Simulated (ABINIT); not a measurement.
# Quasiparticle gap of CO2 (Cmce) in ABINIT, part 3 of 3

Aim: the G0W0 gap of CO2 (Cmce) on PBEsol, step by step.

ABINIT 10.8.3; PBEsol and many-body steps on it, plane waves. Known limits of the many-body steps: not at the basis limit; coarse k mesh.

So far. Step 3 (Bands along the symmetry lines): The gap is 6.582 eV, as in the run before at this level. Step 4 (Empty states on the mesh, 4×4×2 mesh, 100 bands): On this mesh the gap is 6.582 eV.

### Step 5. Screening, 4×4×2 mesh, 92 bands, screening to 130.6 eV

The RPA dielectric matrix is built and inverted for each q.

This step: RPA screening on PBEsol, plane waves, norm-conserving pseudopotentials.

Input file run.abi:

```
acell 3*1.0 Angstrom
rprim 
  2.635911230000 -2.387378120000 0.000000000000
  2.635911230000 2.387378120000 0.000000000000
  0.000000000000 0.000000000000 6.587174910000
ntypat 2
znucl 6 8
natom 6
typat 1 1 2 2 2 2
xred 
  0.000000000000 0.000000000000 0.000000000000
  0.500000000000 0.500000000000 0.500000000000
  0.806508570000 0.193491430000 0.891843390000
  0.193491430000 0.806508570000 0.108156610000
  0.693491430000 0.306508570000 0.391843390000
  0.306508570000 0.693491430000 0.608156610000
pp_dirpath "pseudos"
pseudos "C.upf, O.upf"
ecut 37
ngkpt 4 4 2
nshiftk 1
shiftk 0 0 0
kptopt 1
chksymbreak 0
istwfk *1
occopt 1
irdwfk 1
optdriver 3
nband 92
ecuteps 4.8
inclvkb 2
awtr 1
symchi 1
indata_prefix "in"
outdata_prefix "out"
tmpdata_prefix "tmp"
```

On the command line:

```
> OMP_NUM_THREADS=1 mpirun -n 8 abinit run.abi > log
```

Numbers of over 12 decimals in the logs are rounded to 6 here.

The log of the run:

```text
.Version 10.8.3 of ABINIT. v10.8.2 released Aug 2026.

 Symmetries : space group Cm c a (# 64); Bravais oC (1-face-center ortho.)
[... echo of the input left out ...]
== DATASET  1 ==================================================================
-   mpi_nproc: 8, omp_nthreads: 1 (-1 if OMP is not activated)

--- !DatasetInfo
iteration_state: {dtset: 1, }
dimensions: {natom: 6, nkpt: 14, mband: 92, nsppol: 1, nspinor: 1, nspden: 1, mpw: 6054, }
cutoff_energies: {ecut:  37.0, pawecutdg:  -1.0, }
electrons: {nelect:   3.20000000E+01, charge:   0.00000000E+00, occopt:   1.00000000E+00, tsmear:   1.00000000E-02, }

 SCREENING: Calculation of the susceptibility and dielectric matrices

 Based on a program developped by R.W. Godby, V. Olevano, G. Onida, and L. Reining.
 Incorporated in ABINIT by V. Olevano, G.-M. Rignanese, and M. Torrent.
.Using double precision arithmetic ; gwpc =  8

[... cell and pseudopotentials left out ...]
--------------------------------------------------------------------------------

 ==== K-mesh for the wavefunctions ====
 Number of points in the irreducible wedge :    14
[... list of points left out ...]
 Together with  8 symmetry operations and time-reversal symmetry
 yields    32 points in the full Brillouin Zone.

 ==== Q-mesh for the screening function ====
 Number of points in the irreducible wedge :    14
[... list of points left out ...]
 Together with  8 symmetry operations and time-reversal symmetry
 yields    32 points in the full Brillouin Zone.

 setmesh: FFT mesh size selected  =    30x   30x   50
          total number of points  =        45000

 vcoul_init : cutoff-mode = AUXILIARY_FUNCTION
 q-points for optical limit:   1
     1)      0.000010    0.000020    0.000030

- screening: taking advantage of time-reversal symmetry
- Maximum band index for partially occupied states nbvw = 16
- Remaining bands to be divided among processors   nbcw = 76
- Number of bands treated by each node ~9

 Number of electrons calculated from density =   32.0000; Expected =   32.0000
 average of density, n =  0.057197
 r_s =    1.6101
 omega_plasma =   23.0697 [eV]

 calculating chi0 at frequencies [eV] :
  1    0.000000E+00    0.000000E+00
  2    0.000000E+00    2.306969E+01

--------------------------------------------------------------------------------
  q-point number  1        q = ( 0.000000, 0.000000, 0.000000) [r.l.u.]
--------------------------------------------------------------------------------
[... chi0 elements left out ...]
 For q-point:  0.000010 0.000020 0.000030
  dielectric constant =   1.8338
  dielectric constant without local fields =   2.2197

  Average fulfillment of the sum rule on Im[epsilon] for q-point    1 :     55.06  [%]
[... wings left out ...]
  q-point number  2        q = ( 0.250000, 0.000000, 0.000000) [r.l.u.]
--------------------------------------------------------------------------------
[... chi0 elements left out ...]
  Average fulfillment of the sum rule on Im[epsilon] for q-point    2 :     63.73  [%]

 [... 12 further q-points ...]
```

Elapsed: 42 s, on 8 MPI ranks of Arm Neoverse V2, shared host; peak memory 3.2 GiB.

This step gave:

```
ε∞ with local fields, on this mesh, along the program's q direction : 1.834
the same without local fields                                       : 2.220
plasma frequency                                                    : 23.07 eV
plane waves in the screening matrix                                 : 277
```

Local fields lower ε∞ by 17 %. On a Γ-centred mesh this coarse the value itself is usually too large, while a short band sum pulls it down.

### Step 6. Self-energy, 4×4×2 mesh, 92 bands, screening to 130.6 eV

The self-energy is evaluated for the states that the input lists, and the levels follow from it, in one-shot runs by the linearised quasiparticle equation.

This step: G0W0 on PBEsol, plane waves, norm-conserving pseudopotentials.

Changes to run.abi since step 5:

```diff
@@ -27,8 +27,17 @@
 irdwfk 1
-optdriver 3
+optdriver 4
 nband 92
+gwcalctyp 0
+ecutsigx 37
+symsigma 1
+nkptgw 2
+kptgw 
+  0.5000000000 0.5000000000 0.0000000000
+  0.0000000000 0.0000000000 0.0000000000
+bdgw 
+  15 18
+  15 18
 ecuteps 4.8
-inclvkb 2
-awtr 1
-symchi 1
+irdscr 1
+ppmodel 1
 indata_prefix "in"
```

The log of the run:

```text
.Version 10.8.3 of ABINIT. v10.8.2 released Aug 2026.

 Symmetries : space group Cm c a (# 64); Bravais oC (1-face-center ortho.)
[... echo of the input left out ...]
== DATASET  1 ==================================================================
-   mpi_nproc: 8, omp_nthreads: 1 (-1 if OMP is not activated)

--- !DatasetInfo
iteration_state: {dtset: 1, }
dimensions: {natom: 6, nkpt: 14, mband: 92, nsppol: 1, nspinor: 1, nspden: 1, mpw: 6054, }
cutoff_energies: {ecut:  37.0, pawecutdg:  -1.0, }
electrons: {nelect:   3.20000000E+01, charge:   0.00000000E+00, occopt:   1.00000000E+00, tsmear:   1.00000000E-02, }

 SIGMA: Calculation of the GW corrections

 Based on a program developped by R.W. Godby, V. Olevano, G. Onida, and L. Reining.
 Incorporated in ABINIT by V. Olevano, G.-M. Rignanese, and M. Torrent.
.Using double precision arithmetic ; gwpc =  8

[... cell and pseudopotentials left out ...]
--------------------------------------------------------------------------------

 ==== K-mesh for the wavefunctions ====
 Number of points in the irreducible wedge :    14
[... list of points left out ...]
 Together with  8 symmetry operations and time-reversal symmetry
 yields    32 points in the full Brillouin Zone.

 ==== Q-mesh for screening function ====
 Number of points in the irreducible wedge :    14
[... list of points left out ...]
 Together with  8 symmetry operations and time-reversal symmetry
 yields    32 points in the full Brillouin Zone.

 vcoul_init : cutoff-mode = AUXILIARY_FUNCTION
 q-points for optical limit:   1
     1)      0.000010    0.000020    0.000030
 setmesh: FFT mesh size selected  =    40x   40x   72
          total number of points  =       115200

 Number of electrons calculated from density =   32.0000; Expected =   32.0000
 average of density, n =  0.057197
 r_s =    1.6101
 omega_plasma =   23.0697 [eV]

 === KS Band Gaps ===
  >>>> For spin  1
   Minimum direct gap =   7.1427 [eV], located at k-point      :   0.0000  0.0000  0.0000
   Fundamental gap    =   6.5818 [eV], Top of valence bands at :   0.5000  0.5000  0.0000
                                       Bottom of conduction at :   0.0000  0.0000  0.0000
 SIGMA fundamental parameters:
 PLASMON POLE MODEL  1
 number of plane-waves for SigmaX                 6011
 number of plane-waves for SigmaC and W            277
 number of plane-waves for wavefunctions          6011
 number of bands                                    92
 number of independent spin polarizations            1
 number of spinorial components                      1
 number of k-points in IBZ                          14
 number of q-points in IBZ                          14
 number of symmetry operations                       8
 number of k-points in BZ                           32
 number of q-points in BZ                           32
 number of frequencies for dSigma/dE                 9
 frequency step for dSigma/dE [eV]                0.25
 number of omega for Sigma on real axis              0
 max omega for Sigma on real axis  [eV]           0.00
 zcut for avoiding poles [eV]                     0.10

 EPSILON^-1 parameters (SCR file):
 dimension of the eps^-1 matrix on file            277
 dimension of the eps^-1 matrix used               277
 number of plane-waves for wavefunctions          6011
 number of bands                                    92
 number of q-points in IBZ                          14
 number of frequencies                               2
 number of real frequencies                          1
 number of imag frequencies                          1

 matrix elements of self-energy operator (all in [eV])

 Perturbative Calculation

--- !SelfEnergy_ee
iteration_state: {dtset: 1, }
kpoint     : [   0.500,    0.500,    0.000, ]
spin       : 1
KS_gap     :    7.767
QP_gap     :   12.997
Delta_QP_KS:    5.231
data: !SigmaeeData |
     Band     E0 <VxcDFT>   SigX SigC(E0)      Z dSigC/dE  Sig(E)    E-E0       E
       15  -3.447 -19.503 -24.934   3.148   0.828  -0.207 -21.395  -1.892  -5.339
       16  -3.115 -19.999 -25.296   3.134   0.828  -0.208 -21.790  -1.791  -4.906
       17   4.651 -15.944  -9.906  -2.007   0.853  -0.172 -12.504   3.440   8.091
       18   5.718 -16.902  -9.948  -2.426   0.846  -0.182 -13.071   3.832   9.549

--- !SelfEnergy_ee
iteration_state: {dtset: 1, }
kpoint     : [   0.000,    0.000,    0.000, ]
spin       : 1
KS_gap     :    7.143
QP_gap     :   10.877
Delta_QP_KS:    3.735
data: !SigmaeeData |
     Band     E0 <VxcDFT>   SigX SigC(E0)      Z dSigC/dE  Sig(E)    E-E0       E
       15  -3.729 -19.235 -24.726   3.146   0.829  -0.206 -21.179  -1.944  -5.673
       16  -3.676 -19.202 -24.719   3.158   0.829  -0.206 -21.157  -1.955  -5.632
       17   3.466 -10.424  -5.714  -2.701   0.886  -0.129  -8.644   1.779   5.245
       18   3.992 -15.084  -9.362  -1.918   0.858  -0.165 -11.819   3.264   7.257

== END DATASET(S) ==============================================================
================================================================================

 -outvars: echo values of variables after computation  --------
           etotal      0.0000000000E+00
            nband          92
             nkpt          14
          spgroup          64
 [... the other variables as echoed above ...]

 Calculation completed.
```

Wall time 7.2 s (8 MPI ranks); peak memory 2.2 GiB; 56 s of CPU time.

This step gave:

| Property | Result |
| --- | --- |
| G0W0 gap on the points computed | 10.15 eV |
| starting gap on the mesh | 6.582 eV |
| k of the valence top | 0.5, 0.5, 0 |
| k of the conduction bottom | 0, 0, 0 |
| Z at the valence top | 0.828 |
| Z at the conduction bottom | 0.886 |
| least direct G0W0 gap on the computed points | 10.88 eV |

The gap on the mesh goes from 6.58 eV to 10.15 eV, a correction of +3.57 eV.

Limits: finite bands, cutoff and mesh; coarse k mesh. v1 is the top filled band, c1 the lowest empty one. The levels before and after the correction (eV, zero at the valence-band top of each column):

```csv
,conduction bottom,valence top
Kohn-Sham,6.58,0.00
G0W0,10.15,0.00
```

```csv
,level,energy (eV)
Kohn-Sham,(0.5 0.5 0) v2,-0.332
Kohn-Sham,(0.5 0.5 0) v1,0.000
Kohn-Sham,(0.5 0.5 0) c1,7.767
Kohn-Sham,(0.5 0.5 0) c2,8.833
Kohn-Sham,Γ v2,-0.614
Kohn-Sham,Γ v1,-0.561
Kohn-Sham,Γ c1,6.582
Kohn-Sham,Γ c2,7.108
G0W0,(0.5 0.5 0) v2,-0.433
G0W0,(0.5 0.5 0) v1,0.000
G0W0,(0.5 0.5 0) c1,12.997
G0W0,(0.5 0.5 0) c2,14.455
G0W0,Γ v2,-0.767
G0W0,Γ v1,-0.726
G0W0,Γ c1,10.151
G0W0,Γ c2,12.163
```

### Step 7. Where the time went

Times are wall times on 8 MPI ranks of Arm Neoverse V2, shared host, good to a factor of about two.

```csv
step,time,share,memory (GiB)
ground state,24 s,19 %,0.73
bands along the symmetry lines,23 s,19 %,0.73
empty states on the mesh,27 s,22 %,0.7
screening,42 s,34 %,3.2
self-energy,7.2 s,6 %,2.2
```

### Step 8. What came out

```
PBEsol gap           : 6.58 eV, indirect
G0W0 gap on the mesh : 10.15 eV
GW settings          : 4×4×2 mesh, 92 bands, screening to 130.6 eV, Godby-Needs plasmon pole
known limits         : not at the basis limit; coarse k mesh
```

G0W0 moves the gap on the mesh from 6.58 eV to 10.15 eV (+3.57 eV), with Z of 0.83 and 0.89 at the edges. Local fields lower the RPA ε∞ on this mesh from 2.22 to 1.83; a Γ-centred mesh this coarse tends to raise both, most where the direct gap is narrow, while a short band sum lowers them. Only 2 of the mesh's irreducible points were corrected, so a valley elsewhere could overtake. The dearest step here is «screening». Bands and cutoff are finite, so the gap is not at the basis limit. The miss can reach some tenths of an eV and take either sign; the mesh is an error of its own. In the G0W0 run levels were corrected at 2 k points alone, so a gap called «on the mesh» is the least over those, and an edge elsewhere would be missed. The 4×4×2 mesh is coarse for this cell, which bears on the long-range parts of exchange and screening.

[Paths, hosts, dates, memory and timing lines, banners, echoed tables and standing remarks are left out of the program output.]

[Logs are printed without paths, hosts, clocks, repeated set-up lines and the standing remarks that a program may print on its own settings, such as how far it seeks lower states.]

[Runs of the session that timed out or met a known fault of the program may be left out.]

[Hosts, paths, dates, database ids (printed as entryN), source tags and the programs' standing remarks are cut or masked in the printed files.]

[G0W0 gaps are taken among the corrected bands and points alone; a level outside them can change the order at an edge.]

[Where Ansatz stands beside ABINIT at settings called matched, ABINIT's density can come from a denser mesh and the files from another edition; pairs whose starting gaps differed by over 0.03 eV were left out, so agreement reads better than it is.]
